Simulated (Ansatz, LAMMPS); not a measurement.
# Amorphous 93SiO2-7Al2O3 (mol %) (88 atoms), relaxed: mesh and functional compared

Which bonds does the relaxation leave, and how do the Kohn-Sham gap, forces and pressure change with k-mesh and functional?

Calculated with Ansatz 0.2.0: Kohn-Sham DFT, PBE, PAW (set soft_2), plane waves; cutoff 420 eV, Γ point, fermi-dirac smearing of 0.025 eV.

**The cell**

Density at the start: 2.27 g/cm³. The cell holds 88 atoms: 26 Si, 4 Al and 58 O. Its edges and angles: a = 10.886 Å, b = 10.886 Å, c = 10.886 Å, α = 90.0°, β = 90.0°, γ = 90.0°. 88 atoms (26 Si, 4 Al, 58 O) placed at random at 2.27 g/cm³, melted at 5000 K for 10 ps at fixed volume with the Morse and Coulomb pair potential with partial charges (Pedone, Malavasi, Menziani, Cormack and Segre, J. Phys. Chem. B 110, 11780 (2006)). Quenched from 5000 K to 300 K at 50 K/ps and fixed volume, held 5 ps, then minimised at fixed cell.

Cell and atoms were relaxed with PBE. The walk converged after 8 steps by the program's count, with a largest force component of 0.0338 eV/Å; it began at an r.m.s. force component of 0.65 eV/Å. The edges went from 10.886, 10.886, 10.886 to 10.888, 10.954, 10.413 Å, and the volume from 14.661 to 14.097 Å³ an atom (-3.8 %).

The input of the reference single point:

```yaml
crystal:
  lattice:
    - [10.88529, 0.23692, -0.1037]
    - [0.23692, 10.95132, 0.03323]
    - [-0.1037, 0.03323, 10.41281]
  atoms:
    - { symbol: Si, position: [0.25023, 0.82106, 0.24516] }
    - { symbol: Si, position: [0.55814, 0.69295, 0.64851] }
    - { symbol: Si, position: [0.15486, 0.05607, 0.35008] }
    - { symbol: Si, position: [0.06936, 0.87645, 0.55823] }
    [... 82 atom lines left out ...]
    - { symbol: O, position: [0.9399, 0.60064, 0.07565] }
    - { symbol: O, position: [0.57132, 0.72109, 0.28333] }
kpoints:
  mp_grid: { grid: [1, 1, 1] }
hamiltonian:
  xc: pbe
scf:
  occupations: { method: fermi_dirac, width: 0.025 }
output:
  forces: true
  stress: true
  populations: true
  dos:
    method: { smearing: { sigma: 0.08 } }
    de: 0.05
    projected: { site_lists: { Al: [Al], O: [O], Si: [Si] } }
  eigenvalues: true
  write_density: true
  write_potential: true
  volumetric_format: npy
```

**Bonds after relaxation**

Bonds by pair of elements; cutoffs follow the first minimum of g(r), held within bounds set by covalent radii, and pairs that aren't listed don't count as bonded:

| pair A-B | cutoff (Å) | bonds | mean length (Å) | spread (Å) | shortest (Å) | B about A | A about B |
| --- | --- | --- | --- | --- | --- | --- | --- |
| O-Si | 2.08 | 104 | 1.64 | 0.026 | 1.59 | 1.79 | 4 |
| O-Al | 2.19 | 16 | 1.79 | 0.128 | 1.70 | 0.276 | 4 |

How many atoms have how many bonded neighbours:

| element | mean | 2 | 3 | 4 |
| --- | --- | --- | --- | --- |
| Al | 4 | 0 | 0 | 4 |
| O | 2.07 | 54 | 4 | 0 |
| Si | 4 | 0 | 0 | 26 |

**Levels of theory**

Single points at the relaxed geometry:

| functional | k-mesh | Kohn-Sham gap (eV) | pressure (GPa) | r.m.s. force component (eV/Å) | SCF cycles | time |
| --- | --- | --- | --- | --- | --- | --- |
| PBE | 1×1×1 | 4.631 | -0.01 | 0.006 | 9 | 11 s |
| PBE | 2×2×2 | 4.632 | 0.00 | 0.006 | 9 | 88 s |
| HSE06 | 1×1×1 | 6.421 | -4.83 | 0.179 | 14 | 2.4 min |
| r2SCAN | 1×1×1 | 5.286 | -4.76 | 0.147 | 9 | 28 s |
| PBEsol | 1×1×1 | 4.576 | -2.53 | 0.055 | 9 | 9.7 s |

The gap is that between the highest filled and lowest empty Kohn-Sham level on the run's k-points. Cutoffs: 420 eV for PBE, HSE06 and PBEsol; 500 eV for r2SCAN. Times come from shared hosts and are rough.

**Findings**

By these cutoffs 100 % of Al atoms have 4, 93 % of O atoms have 2 and 100 % of Si atoms have 4 neighbours. The Kohn-Sham gap is 4.63 eV with PBE on the 1×1×1 mesh and 4.63 eV on 2×2×2. On the 1×1×1 mesh HSE06 changes the gap by +1.79 eV against PBE. Carrying that shift over to the 2×2×2 mesh gives 4.63 + 1.79 = 6.42 eV, an estimate that takes the shift to be alike at all k-points. On the reference's mesh the gap changes with r2SCAN by +0.66 eV and PBEsol by -0.05 eV. Against the reference the pressure changes with HSE06 by -4.8 GPa, r2SCAN by -4.8 GPa and PBEsol by -2.5 GPa; a negative change means a smaller volume than PBE would take. The denser mesh moves the energy by -0.6 meV/atom and the pressure by +0.01 GPa.

Limits: All single points share the geometry relaxed with PBE. The volume changed by -3.8 % on relaxing; in so small a cell, on this mesh and at this cutoff, the relaxed density is rough. One sample; tail or defect levels can set the gap of a disordered cell. The quench rate of 50 K/ps is many orders above laboratory rates, so the cell is likely richer in defects and strain than a real sample. The network of bonds at the start is that of the classical potential that made the cell, and needn't be the one that DFT or experiment would give. In some runs the program notes that the exchange-correlation potential is rough where the density is thin, it cut back its work space to fit the memory limit, the exchange threshold is loose for the stress and the SCF threshold is loose for the stress.

[Logs are printed without paths, hosts, clocks, repeated set-up lines and the standing remarks that a program may print on its own settings, such as how far it seeks lower states.]

[Hosts, paths, dates, database ids (printed as entryN), source tags and the programs' standing remarks are cut or masked in the printed files.]
